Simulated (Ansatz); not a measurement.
# BiOBr (P4/nmm): the G0W0 gap against the k mesh

How dense a mesh does GW need for BiOBr (P4/nmm), and how does the time grow?

Program: Ansatz 0.2.0. Level of theory: G0W0 on r2SCAN, plane waves, PAW. Results are calculated unless marked as measured.

The database entry behind the starting cell differs from later determinations by our own check (0.1 to 0.3 % short, probably kX units), so it need not match the best structure at ambient conditions.

### 1. The structure

Symmetry: P4/nmm, No. 129, tetragonal system. The conventional cell has a = 3.916 Å, b = 3.916 Å, c = 8.077 Å, α = 90.00°, β = 90.00°, γ = 90.00°. Nearest to Bi lie 4 O at 2.32 Å and 4 Br at 3.18 Å. Br has 4 Bi at 3.18 Å nearest. O has 4 Bi at 2.32 Å nearest. Farther neighbours and most contacts between anions are not listed.

The cell and positions come from the Crystallography Open Database and are kept as given unless a step says otherwise. Spin-orbit coupling is left out unless a step names it. The default PAW set here is soft_2. Its files were made with PBE.

### 2. The 2×2×2 mesh

G0W0 replaces the xc potential by the self-energy, built once from these orbitals. Only a window of levels is corrected, while the sums run over the empty bands that the input names.

input.yaml reads:

```yaml
crystal:
  lattice:
    - [3.916, 0.0, 0.0]
    - [0.0, 3.916, 0.0]
    - [0.0, 0.0, 8.077]
  atoms:
    - { symbol: Bi, position: [0.0, 0.5, 0.154] }
    - { symbol: Bi, position: [0.5, 0.0, 0.846] }
    - { symbol: Br, position: [0.0, 0.5, 0.653] }
    - { symbol: Br, position: [0.5, 0.0, 0.347] }
    - { symbol: O, position: [0.0, 0.0, 0.0] }
    - { symbol: O, position: [0.5, 0.5, 0.0] }
kpoints:
  mp_grid: { grid: [2, 2, 2] }
hamiltonian:
  xc: r2scan
scf:
  occupations: { method: fixed }
gw:
  n_empty_bands: 281
  ecut_chi: 100
  qp_bands: [v2, c2]
  qp_kpoints: band_edges
  screening: { model: contour_deformation }
```

Command:

```
$ ansatz run input.yaml --threads 3 --pin off --max-ram 92160MiB --backend cuda --events-out ev --progress --plain --runs-dir out --devices 1 --max-vram 13GiB
```

Numbers of over 12 decimals in the logs are rounded to 6 here.

Output:

```text
GPUs: using 1 of 1 available (devices: 1).
Engine: ansatz 0.2.0, x86_64-unknown-linux-gnu
Pseudopotentials: kind: paw
Pseudopotential: Bi, paw, valence charge 15, recommended cutoff 500 eV (meta_gga), Bi.paw.azcp
Pseudopotential: Br, paw, valence charge 7, recommended cutoff 500 eV (meta_gga), Br.paw.azcp
Pseudopotential: O, paw, valence charge 6, recommended cutoff 500 eV (meta_gga), O.paw.azcp
Functional definition: r2SCAN
  parameter k0 = 0.174
  parameter k1 = 0.065
  parameter a1 = 4.9479
  exchange = r2scan_x(k0 = k0, k1 = k1, a1 = a1)
  correlation = r2scan_c
device memory: the entry about to start is reckoned to put 2.6 GiB on a device that reports 41.5 GiB free (of which the cap on the GPU budget leaves the run 13.0 GiB)
GPU FFT provider: cuFFT
GPU libraries: cuBLAS 13.8.2, cuFFT 12.4.0, cuSOLVER 12.3.4
Crystal: 6 atoms, lattice volume = 123.861 Å³
Basis set: ecut = 500 eV, 3133 PW (Γ), exchange–correlation on 120×120×240 points (64 copies of the dense FFT grid, shifted against one another)
Bands: 34, of which v1, the nominal top of the filled ones, is band 28 counted from 1 (27 counted from 0)
Symmetry: 16 space group operations
Space group: P4/nmm (ITA 129), of the structure as read, at distance tolerance 5.0e-5 Å
k-points: 6 of 8
Non-local potential: Bi, projectors of the file, l = 0: 2, l = 1: 2, l = 2: 2, l = 3: 2
Non-local potential: Br, projectors of the file, l = 0: 2, l = 1: 2, l = 2: 2
Non-local potential: O, projectors of the file, l = 0: 2, l = 1: 2, l = 2: 1
PAW form: soft (Blöchl's): semilocal exchange-correlation on the pseudo side does not see the compensation charge
PAW frozen core: Bi, regenerated for the run's functional (the file was generated under x = pbe(κ = 0.804, μ = 0.219515), c = pbe(β = 0.066725))
PAW frozen core: Br, regenerated for the run's functional (the file was generated under x = pbe(κ = 0.804, μ = 0.219515), c = pbe(β = 0.066725))
PAW frozen core: O, regenerated for the run's functional (the file was generated under x = pbe(κ = 0.804, μ = 0.219515), c = pbe(β = 0.066725))
PAW one-centre angular grid: Bi, 590 points (default); XC on 160 Gauss nodes
PAW one-centre angular grid: Br, 302 points (default); XC on 160 Gauss nodes
PAW one-centre angular grid: O, 302 points (default); XC on 160 Gauss nodes
Initial density: superposition of atomic densities (neutral atoms: chi_scale 0, normalization atom), corrected by the library's trained network
Initial wavefunctions: pseudopotential atomic-orbital guess
GPU buffer pool allocated for 54000 grid points (all kernels)
GPU transforms: local potential and band sums: pruned to the plane-wave sphere, on 30×30×60
Functional: x = r2scan, c = r2scan; τ floored in thin density (d = 2e-4 eV/Å³)
SCF iter   1: F=—  HF=-31546.801811 eV  |F-HF|=—  |Δ(HF+E_count)|=         —  Δρ=8.06e-3  dr2=1.19e-1  dr2_τ=1.32e-1  ethr=1.77e-3  ⟨swp⟩=5.2  Hψ=757  notcnv=0  defer=24
preconditioner: auto → Resta (q_TF=auto, 2.390 Å⁻¹)  ε∞=3.1  [insulator: Δε(μ)=2.736 eV  Ē_g=17.351 eV  n_scr=30 (ndim 8)  ℏωp=25.0 eV  f_vac=0.001  ε∞_Penn≈3.1]
SCF iter   2: F=—  HF=-31546.859971 eV  |F-HF|=—  |Δ(HF+E_count)|=   5.82e-2  Δρ=4.11e-3  dr2=1.76e-2  dr2_τ=2.18e-3  ethr=2.13e-4  ⟨swp⟩=2.0  Hψ=371  notcnv=0  defer=24
SCF iter   3: F=—  HF=-31546.860249 eV  |F-HF|=—  |Δ(HF+E_count)|=   2.78e-4  Δρ=1.54e-3  dr2=3.68e-3  dr2_τ=3.81e-4  ethr=3.14e-5  ⟨swp⟩=2.3  Hψ=256  notcnv=0  defer=24
SCF iter   4: F=—  HF=-31546.860126 eV  |F-HF|=—  |Δ(HF+E_count)|=   1.24e-4  Δρ=7.18e-4  dr2=4.52e-4  dr2_τ=5.49e-5  ethr=6.58e-6  ⟨swp⟩=2.2  Hψ=300  notcnv=0  defer=24
SCF iter   5: F=—  HF=-31546.860156 eV  |F-HF|=—  |Δ(HF+E_count)|=   3.01e-5  Δρ=1.35e-4  dr2=1.62e-5  dr2_τ=1.14e-6  ethr=8.07e-7  ⟨swp⟩=2.0  Hψ=265  notcnv=0  defer=24
SCF iter   6: F=—  HF=-31546.860170 eV  |F-HF|=—  |Δ(HF+E_count)|=   1.39e-5  Δρ=2.13e-5  dr2=5.18e-7  dr2_τ=3.35e-8  ethr=2.89e-8  ⟨swp⟩=2.3  Hψ=319  notcnv=0  defer=13
SCF iter   7: F=-31546.860170 eV  HF=-31546.860170 eV  |F-HF|=1.27e-8  |Δ(HF+E_count)|=   3.77e-7  Δρ=4.41e-6  dr2=2.26e-8  dr2_τ=1.24e-9  ethr=1.79e-10  ⟨swp⟩=9.7  Hψ=892  notcnv=0
SCF 1 converged in 7 iterations: F = -31546.860170 eV  dr2 = 2.26e-8
[...]
device memory: the entry about to start is reckoned to put 3.4 GiB on a device that reports 41.4 GiB free (of which the cap on the GPU budget leaves the run 13.0 GiB)
NSCF: frozen V_eff on 6 k-points
[...]
device memory: the entry about to start is reckoned to put 2.8 GiB on a device that reports 41.5 GiB free (of which the cap on the GPU budget leaves the run 13.0 GiB)
NSCF: frozen V_eff on 6 k-points
G₀W₀ screening: q 1/6
[... further progress lines ...]
SCF converged after 7 iterations
Free energy (F): -31546.860170 eV
Harris-Foulkes:  -31546.860170 eV  (|F-HF|=1.27e-8)
Internal energy: -31546.860170 eV  (E = F + TS)
E sigma→0 (E₀):  -31546.860170 eV
Fermi energy:    7.265700 eV
--- Per-component energies (eV) ---
  E_band       = -263.155572
  E_kinetic    = 1223.499394
  E_local      = -5446.685033  (includes V_loc(G=0)·N_el)
  E_nonlocal   = 1367.114517
  E_hartree    = 1995.564468
  E_xc         = -934.045416
  E_vxc        = -756.841563  (∫ρ·V_xc dr)
  E_paw        = -26237.250215  (= ΣΔE_a)
  E_vpaw       = -686.985561  (= ΣTr[D̂ρ^β])
  E_aug_tail   = 0.001293  (compensation charges beyond the density's cutoff)
  E_vtau       = 45.609994  (kinetic-family band-sum trace: ∫τ·v_τ [+ j·A + Jᵃ·Aᵃ] dr)
  E_ewald      = -3516.430001
  E_core_change = 1.370825  (= ΣΔE_core)
  E_smearing   = -0.000000  (= −TS)
  E_closure    = 0.000000  (closes the sum)
  Σ components = -31546.860170   (vs F -31546.860170, Δ=0.00e0)
--- Band table (eV; the first three rows and the last of 6) ---
  k-point 0: bands = [... 24 lower, 6.2657, 6.5455, 6.5455, 6.7113, 10.1233, 11.0167, 12.7465, 12.7465, ... 2 higher]
  k-point 1: bands = [... 24 lower, 6.3281, 6.8478, 6.8478, 7.2045, 9.8913, 10.3289, 12.5753, 12.5753, ... 2 higher]
  k-point 2: bands = [... 24 lower, 6.7755, 6.7755, 7.2302, 7.2302, 12.1794, 12.1794, 12.6540, 12.6540, ... 2 higher]
  k-point 5: bands = [... 24 lower, 6.1875, 6.1875, 6.1945, 6.1945, 11.7985, 11.7985, 13.1586, 13.1586, ... 2 higher]
--- G₀W₀: contour deformation, 6 samples at zero and on the imaginary axis and 1 off it, 8 q-points, 281 empty bands' worth ---
  eigenvalues of the whole cell's RPA ε∞ on this k-mesh (on a slab, of 1 + 4πα/V) = 5.1044, 7.5792, 7.5792; static W/v taken at q = 0 is 0.117169
  bands read: the sum over 309 bands ends inside a degenerate multiplet in 5 slots, whose members it reads at an even weight; the widest, k=1: bands 309 to 310 (counted from 1) at 1/2 each
  gw.qp_kpoints: band_edges: 6 of 6 stored k-points solved, in 1 pass; an edge of the gap read off the rows below is read off those points alone
    ik  band        ε_KS         Σx   Σc(E_QP)       V_xc       Z   E_QP_lin       E_QP  E_QP is
     0    27      6.5455   -19.8856     2.9512   -16.4505  0.7605     6.0574     6.0616  root
     0    28      6.7113   -18.9849     2.3580   -16.1396  0.7726     6.2203     6.2241  root
     0    29     10.1233    -9.9604    -3.8300   -14.1021  0.8055    10.4362    10.4350  root
     0    30     11.0167   -10.2327    -3.7416   -14.3211  0.7973    11.3651    11.3634  root
     1    27      6.8478   -20.2614     2.8999   -16.8920  0.7640     6.3746     6.3783  root
     1    28      7.2045   -19.9096     2.3997   -17.0761  0.7753     6.7680     6.7707  root
     1    29      9.8913    -9.2295    -3.7302   -13.2270  0.8092    10.1594    10.1586  root
     1    30     10.3289    -9.2152    -3.7776   -13.2370  0.8122    10.5737    10.5730  root
     2    27      7.2302   -21.3609     2.6528   -18.4647  0.7699     6.9861     6.9869  root
     2    28      7.2302   -21.3609     2.6528   -18.4647  0.7699     6.9861     6.9869  root
     2    29     12.1794   -10.9292    -3.8002   -15.1941  0.7929    12.6469    12.6442  root
     2    30     12.1794   -10.9292    -3.8002   -15.1941  0.7929    12.6469    12.6442  root
     3    27      7.2657   -21.2554     2.6666   -18.3293  0.7702     7.0053     7.0062  root
     3    28      7.2657   -21.2554     2.6666   -18.3293  0.7702     7.0053     7.0062  root
[...]
4    30     11.1222   -10.1414    -3.6153   -14.0779  0.8096    11.4444    11.4434  root
     5    27      6.1945   -19.1145     2.9622   -15.5952  0.7572     5.6309     5.6374  root
     5    28      6.1945   -19.1145     2.9622   -15.5952  0.7572     5.6309     5.6374  root
     5    29     11.7985   -11.5195    -3.7025   -15.6456  0.7983    12.2243    12.2220  root
     5    30     11.7985   -11.5195    -3.7025   -15.6456  0.7983    12.2243    12.2220  root
```

Run time: 7.7 s. Hardware: 1 × NVIDIA H100 80GB HBM3 (shared by 6 runs) with 3 threads of AMD EPYC 7R13 (Zen 3), shared host; peak memory 1.4 GiB; 13 s of CPU time.

The column dr2 measures how far the density is from self-consistency, as an energy; F and HF (Harris–Foulkes) agree once it is small.

Numbers from this step:

```yaml
bands_summed: 309
rpa_eps_infinity_on_this_mesh_eigenvalues: 5.104, 7.579, 7.579
plane_waves_in_the_screening_matrix: 281
q_points_in_the_mesh: 8
g0w0_gap_on_the_mesh: 3.152 eV
k_of_the_valence_top: 0, -0.5, -0.5
k_of_the_conduction_bottom: 0, 0, -0.5
starting_gap_on_the_mesh: 2.626 eV
z_at_the_valence_top: 0.7702
z_at_the_conduction_bottom: 0.8092
least_direct_g0w0_gap_on_the_computed_points: 3.388 eV
```

The gap on the mesh goes from 2.63 eV to 3.15 eV, a correction of +0.53 eV. Between the two edge states, bare exchange in place of the xc potential would open the gap by 6.92 eV, and correlation takes back 6.40 eV.

### 3. The 4×4×2 mesh

A second mesh at equal bands and cutoff isolates the sampling error.

input.yaml: that of step 2 with these lines changed.

```diff
@@ -13,3 +13,3 @@
 kpoints:
-  mp_grid: { grid: [2, 2, 2] }
+  mp_grid: { grid: [4, 4, 2] }
 hamiltonian:
```

Output:

```text
GPUs: using 1 of 1 available (devices: 1).
[...]
GPU FFT provider: cuFFT
GPU libraries: cuBLAS 13.8.2, cuFFT 12.4.0, cuSOLVER 12.3.4
Crystal: 6 atoms, lattice volume = 123.861 Å³
Basis set: ecut = 500 eV, 3133 PW (Γ), exchange–correlation on 120×120×240 points (64 copies of the dense FFT grid, shifted against one another)
Bands: 34, of which v1, the nominal top of the filled ones, is band 28 counted from 1 (27 counted from 0)
[... 1 set-up line as in the run before ...]
[...]
k-points: 12 of 32
[...]
GPU buffer pool allocated for 54000 grid points (all kernels)
[...]
SCF iter   1: F=—  HF=-31547.136034 eV  |F-HF|=—  |Δ(HF+E_count)|=         —  Δρ=6.49e-3  dr2=6.46e-2  dr2_τ=1.23e-1  ethr=1.77e-3  ⟨swp⟩=5.1  Hψ=1514  notcnv=0  defer=46
[...]
0    27      6.4901   -19.6734     2.6910   -16.4814  0.7669     5.9850     5.9891  root
     0    28      6.6576   -19.0089     2.2554   -16.2013  0.7759     6.1006     6.1054  root
     0    29     10.1277   -10.1671    -3.5653   -14.0961  0.8184    10.4926    10.4914  root
     0    30     11.0135   -10.3795    -3.5134   -14.3000  0.8116    11.4222    11.4206  root
     1    27      6.7856   -20.0681     2.6762   -16.9013  0.7690     6.2913     6.2951  root
     1    28      7.1404   -19.9374     2.3333   -17.0968  0.7772     6.6294     6.6331  root
     1    29      9.8964    -9.4813    -3.4398   -13.2269  0.8205    10.2030    10.2022  root
     1    30     10.3339    -9.2756    -3.6413   -13.2322  0.8218    10.6501    10.6492  root
[...]
10    27      6.4677   -19.9884     2.8315   -16.6355  0.7644     5.9416     5.9463  root
    10    28      6.4677   -19.9884     2.8315   -16.6355  0.7644     5.9416     5.9463  root
    10    29     11.1175   -10.1719    -3.5091   -14.0683  0.8153    11.5062    11.5049  root
    10    30     11.1175   -10.1719    -3.5091   -14.0683  0.8153    11.5062    11.5049  root
[key lines of the parts left out:]
SCF converged after 7 iterations
Free energy (F): -31547.204791 eV
Fermi energy:    7.218562 eV
```

It took 14 s on 1 × NVIDIA H100 80GB HBM3 (shared by 6 runs) with 3 threads; peak memory 1.6 GiB.

Numbers from this step:

- bands summed: 309
- RPA ε∞ on this mesh (eigenvalues): 4.661, 6.224, 6.224
- plane waves in the screening matrix: 281
- q-points in the mesh: 32
- G0W0 gap on the mesh: 3.275 eV
- k of the valence top: 0, -0.5, -0.5
- k of the conduction bottom: 0, 0, -0.5
- starting gap on the mesh: 2.678 eV
- Z at the valence top: 0.7747
- Z at the conduction bottom: 0.8205
- least direct G0W0 gap on the computed points: 3.569 eV

Against the run with 2×2×2 mesh, 281 empty bands, screening to 100 eV, the gap moves by +0.12 eV, while the start moved by +0.05 eV.

### 4. The 6×6×4 mesh

input.yaml: that of step 3 with these lines changed.

```diff
@@ -13,3 +13,3 @@
 kpoints:
-  mp_grid: { grid: [4, 4, 2] }
+  mp_grid: { grid: [6, 6, 4] }
 hamiltonian:
```

Output:

```text
GPUs: using 1 of 1 available (devices: 1).
[...]
GPU FFT provider: cuFFT
GPU libraries: cuBLAS 13.8.2, cuFFT 12.4.0, cuSOLVER 12.3.4
Crystal: 6 atoms, lattice volume = 123.861 Å³
Basis set: ecut = 500 eV, 3133 PW (Γ), exchange–correlation on 120×120×240 points (64 copies of the dense FFT grid, shifted against one another)
Bands: 34, of which v1, the nominal top of the filled ones, is band 28 counted from 1 (27 counted from 0)
[...]
1    30     10.6925    -9.9812    -3.4701   -13.8120  0.8186    11.0542    11.0531  root
[...]
27    27      6.4653   -19.9573     2.7971   -16.6376  0.7654     5.9381     5.9426  root
    27    28      6.4653   -19.9573     2.7971   -16.6376  0.7654     5.9381     5.9426  root
    27    29     11.1179   -10.2197    -3.4556   -14.0669  0.8173    11.5107    11.5094  root
    27    30     11.1179   -10.2197    -3.4556   -14.0669  0.8173    11.5107    11.5094  root
[key lines of the parts left out:]
SCF converged after 7 iterations
Free energy (F): -31547.212738 eV
Fermi energy:    7.296716 eV
```

Elapsed: 67 s, on 1 × NVIDIA H100 80GB HBM3 (shared by 6 runs) with 3 threads; peak memory 2.2 GiB; 2.1 min of CPU time.

Numbers from this step:

```
bands summed                                 : 309
RPA ε∞ on this mesh (eigenvalues)            : 4.593, 6.108, 6.108
plane waves in the screening matrix          : 281
G0W0 gap on the mesh                         : 3.178 eV
k of the valence top                         : 0, 0.3333, -0.5
k of the conduction bottom                   : 0, 0, -0.5
starting gap on the mesh                     : 2.601 eV
least direct G0W0 gap on the computed points : 3.571 eV
```

Against the run with 4×4×2 mesh, 281 empty bands, screening to 100 eV, the gap moves by −0.10 eV, while the start moved by −0.08 eV. A band edge is found at another k point on this mesh.

### 5. The meshes together

Times are wall times on 1 × NVIDIA H100 80GB HBM3 (shared by 6 runs) with 3 threads of AMD EPYC 7R13 (Zen 3), shared host, good to a factor of about two.

| mesh | points | irreducible | start (eV) | G0W0 (eV) | shift (eV) | RPA ε∞ (mean) | time |
| --- | --- | --- | --- | --- | --- | --- | --- |
| 2×2×2 | 8 | 6 | 2.626 | 3.152 | +0.527 | 6.75 | 7.7 s |
| 4×4×2 | 32 | 12 | 2.678 | 3.275 | +0.597 | 5.70 | 14 s |
| 6×6×4 | 144 | 30 | 2.601 | 3.178 | +0.577 | 5.60 | 67 s |

### 6. Outcome

```json
{"2×2×2": "3.152 eV (shift +0.527)", "4×4×2": "3.275 eV (shift +0.597)", "6×6×4": "3.178 eV (shift +0.577)", "settings": "r2SCAN start, 281 empty bands, 100 eV"}
```

The shift is +0.53 eV on 2×2×2 and +0.58 eV on 6×6×4. On 6×6×4 the edges lie at (0.000, 0.333, 0.500) and (0.000, 0.000, 0.500), on 4×4×2 at (0.000, 0.500, 0.500) and (0.000, 0.000, 0.500), so these two shifts belong to different pairs of states. The RPA ε∞ (mean) ranges from 5.60 to 6.75 and ends at 5.60; the coarsest mesh overstates it. The starting gap changes too, by 0.08 eV, since the meshes hold different points and converge the density differently. From 8 to 144 points the time grows 8.6-fold. Bands and cutoff are modest here, so the values stand off the basis limit. Where an edge is built on 6p states of lead, bismuth or thallium, scalar-relativistic gaps usually stand too wide, by a few tenths to over one eV. The many-body steps are scalar-relativistic: spin-orbit coupling is not in them.

[Paths, hosts, dates, memory and timing lines, banners, echoed tables and standing remarks are left out of the program output.]

[Logs are printed without paths, hosts, clocks, repeated set-up lines and the standing remarks that a program may print on its own settings, such as how far it seeks lower states.]

[Runs of the session that timed out or met a known fault of the program may be left out.]

[Cells called generated may have been cut or substituted from an entry of the Crystallography Open Database or the Materials Project.]

[Hosts, paths, dates, database ids (printed as entryN), source tags and the programs' standing remarks are cut or masked in the printed files.]
